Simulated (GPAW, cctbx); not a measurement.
# How far are the atoms of Ga4Sb3P from free atoms?

Question: by how much does bonding change the structure factors of Ga4Sb3P?

The cell is our own: ordered zincblende alloy in the eight-atom cube, 3 of 4 P sites given to Sb. All numbers below are calculated.

## Step 1: Relax the structure

The density hangs on the geometry, so cell and atoms are relaxed first, with the symmetry held. The cutoff is set higher than for the density because stress converges slowly with plane waves.

Settings: GPAW 26.7.0, PBE, 650 eV, 4×4×4 k-points, Fermi–Dirac width 0.02 eV, BFGS to 0.02 eV/Å.

```text
cell
1.0
     6.042500000    0.000000000    0.000000000
     0.000000000    6.042500000    0.000000000
     0.000000000    0.000000000    6.042500000
Sb Ga P
3 4 1
Direct
0.000000000 0.000000000 0.500000000
0.000000000 0.500000000 0.000000000
0.500000000 0.000000000 0.000000000
0.250000000 0.250000000 0.750000000
0.250000000 0.750000000 0.250000000
0.750000000 0.250000000 0.250000000
0.750000000 0.750000000 0.750000000
0.500000000 0.500000000 0.500000000
```

```console
$ OMP_NUM_THREADS=1 mpirun -n 4 gpaw python run.py > gpaw.log
```

```text
BFGS:    0      -31.332912        1.252315
BFGS:    1      -31.417846        1.105533
BFGS:    2      -31.692096        0.137638
BFGS:    3      -31.695693        0.017304
cell  6.0511 6.0511 6.0511  90.00 90.00 90.00
volume 221.560 A^3, largest force 0.010 eV/A, largest stress 0.07 GPa
```

After 3 steps the volume has changed by +0.4 % and the energy by -0.363 eV; the largest stress left is 0.07 GPa. It took 57 s on 4 cores of AMD EPYC 7B13 (Zen 3) (shared host), peak memory 1.1 GiB.

Relaxed structure: P-43m (no. 215), a = 6.0511 Å, b = 6.0511 Å, c = 6.0511 Å, α = 90.00°, β = 90.00°, γ = 90.00°.

```
atom  mult.       x       y       z
 Sb1      3       0       0     1/2
 Ga1      4  0.2631  0.2631  0.7369
  P1      1     1/2     1/2     1/2
```

## Step 2: The all-electron density

X-rays see the whole electron density, so the PAW density is rebuilt with its core regions. Subtracting spherical free atoms from the same code cancels the cores and leaves the deformation density Δρ, the part due to bonding.

Settings: PBE, 600 eV, 4×4×4 k-points, Fermi–Dirac width 0.02 eV; primitive cell of 8 atoms.

```console
$ OMP_NUM_THREADS=1 mpirun -n 4 gpaw python run.py > gpaw.log
```

```text
|iter:   1|       0s |  -31.834806 | +0.57 |       |
|iter:   2|       1s |  -31.850509 | -1.58 | -1.20 |
|iter:   3|       3s |  -31.820533c| -2.12 | -1.23 |
...
|iter:   9|      10s |  -31.693338c| -6.27 | -4.17c|
|iter:  10|      11s |  -31.693339c| -7.30 | -4.80c|
|iter:  11|      12s |  -31.693339c| -7.61c| -5.27c|
```

```text
grid (70, 70, 70)  electrons 292.000  moved by bonding 1.789 e
deformation density beyond 0.5 A of the nuclei: max 0.131, min -0.076 e/A^3
atom        x       y       z   Voronoi charge  moment
Sb1    0.0000  0.0000  0.5000     -0.034       0.00
Sb2    0.0000  0.5000  0.0000     -0.034       0.00
Sb3    0.5000  0.0000  0.0000     -0.034       0.00
Ga4    0.2631  0.2631  0.7369      0.065       0.00
Ga5    0.2631  0.7369  0.2631      0.065       0.00
Ga6    0.7369  0.2631  0.2631      0.065       0.00
Ga7    0.7369  0.7369  0.7369      0.065       0.00
P 8    0.5000  0.5000  0.5000     -0.158       0.00
mean inner potential of superposed free atoms 14.452 V
total magnetic moment 0.000 muB
```

Deformation density in a plane through the shortest contact of the Ga atom at the origin, in 0.01 e/Å³ (clipped at ±99); x from -1.6 to 4.1 Å, y from 2.4 down to -2.4 Å:

```text
 -2   .   .  -2  -3  -2  -1  -1  -1  -1  -1  -1  -1  -1  -1  -1
 -1  -3   0   0   0   0  -1  -1  -1  -1  -1  -1  -1  -1  -1  -1
 -1   0   3   6   5   2   0  -1  -1  -1  -1  -1   0  -1  -1  -1
  1   4   9  10   7   2   0   0   0  -1  -2  -1   1   1   0  -1
  0   2   5   3  -1  -3  -2   1   2  -1  -5  -3   1   1   0  -1
 -1  -1  -2  -4   .  -3  -4   5   9   3  -6   .  -3  -2  -1  -1
 -1  -2  -4  -2   .   .  -5   7  13   7   .   .  -6  -5  -2  -1
 -1  -1  -3  -5   .  -2  -3   5   9   4  -3   .   0   0  -1  -1
 -1   0   0  -2  -4  -4  -3   1   3   2   2   9  11   6   2   0
 -1   0   0   0  -1  -2  -2  -1   0   1   4  10  11   6   1  -1
 -1  -1   0   0  -1  -1  -1  -1  -1   0   1   2   0  -4  -4  -1
 -1  -1  -1  -1  -1  -1  -1  -1  -1  -1  -2  -4  -3   .  -4  -1
 -1  -1  -1  -1  -1  -1  -1  -1  -1  -2  -3  -5   .   .   .  -1
```

Atoms in or within 0.15 Å of the plane: Ga (0.0, 0.0), Ga (3.3, -2.3), P (2.5, 0.0) Å. Dots mark points within about 0.45 Å of a nucleus; large values next to them are atomic features.

P gains most (-0.16 e) and Ga loses most (+0.07 e), as electronegativity suggests. Such charges fall far short of formal ones, since overlapping free atoms already put density on their neighbours. Along the shortest contact from the Ga atom at the map's origin, Ga–P at 2.48 Å, Δρ is +0.12 e/Å³ at the midpoint and highest, +0.13, 1.43 Å from Ga (points within 0.5 Å of a nucleus left out): a bond charge, the mark of covalency, pulled towards P. At the midpoints of other shortest contacts it is +0.10 (Sb–Ga, 2.67 Å) e/Å³. Point values carry grid noise of about 0.01 e/Å³. The run needed 11 iterations, 21 s.

## Step 3: From the density to structure factors

The Fourier components of Δρ, added to those of the free atoms, give the static X-ray structure factors; the Mott–Bethe relation turns them into the Fourier components V of the potential that fast electrons feel.

```text
static structure factors of the conventional cell: F in electrons, V (Mott-Bethe) in volts
   h  k  l      d  |F| table  |F| free   |F| DFT   change   |V| free  |V| DFT  change %
   0  1  0  6.0511    25.003    25.008    25.001   -0.007     0.610    0.615      0.8
   0  1  1  4.2788    32.808    32.810    32.767   -0.043     0.891    0.907      1.8
   1  1  1  3.4936   180.533   180.649   181.238    0.589     6.939    6.790     -2.2
   0  2  0  3.0255    37.105    37.124    37.334    0.210     1.619    1.579     -2.5
   0  2  1  2.7061    39.444    39.434    39.330   -0.104     1.002    1.018      1.6
   1  2  1  2.4704    35.139    35.120    34.984   -0.137     0.874    0.892      2.0
   0  2  2  2.1394   219.081   218.833   218.400   -0.433     6.613    6.654      0.6
   1  2  2  2.0170    21.545    21.557    21.578    0.021     0.399    0.398     -0.4
   0  3  0  2.0170    51.567    51.469    51.361   -0.108     1.247    1.256      0.7
   0  3  1  1.9135    30.163    30.141    30.134   -0.007     0.632    0.633      0.1
   1  3  1  1.8245   147.111   146.868   146.322   -0.546     4.070    4.107      0.9
   2  2  2  1.7468    32.963    33.354    33.317   -0.037     0.985    0.990      0.5
   0  3  2  1.6783     6.159     6.247     6.280    0.033     0.007    0.009        -
   1  3  2  1.6172    28.230    28.190    28.231    0.041     0.581    0.579     -0.3
```

The largest X-ray change is +0.59 e on 111, 0.3 % of |F|. For electrons V goes as (Z − F)/g², so a change of F counts against Z − F, which is small at low angle and wherever the atoms' terms cancel: |V| of 020 moves by -2.5 % (1.62 to 1.58 V) against +0.6 % in |F|. The tabulated Hartree–Fock atoms differ from the free DFT atoms by up to 0.39 e, so the choice of reference atom matters too.

## Step 4: Answer

Bonding moves 1.79 e in the primitive cell of Ga4Sb3P and changes the structure factors of the conventional cell in the table above by at most 0.59 e (111, 0.3 %), and among reflections above 2 % of the strongest by up to 0.6 % (020). The shortest bond, Ga–P, has Δρ = +0.12 e/Å³ at its midpoint, a covalent bond charge. Limits: static density, frozen cores, no spin–orbit coupling.

[Outputs are excerpts: Python notices, other lines and further rows are left out; steps that failed or that the build refused (PBEsol, TPSS) are not shown.]

[Logs are printed without paths, hosts, clocks, repeated set-up lines and the standing remarks that a program may print on its own settings, such as how far it seeks lower states.]
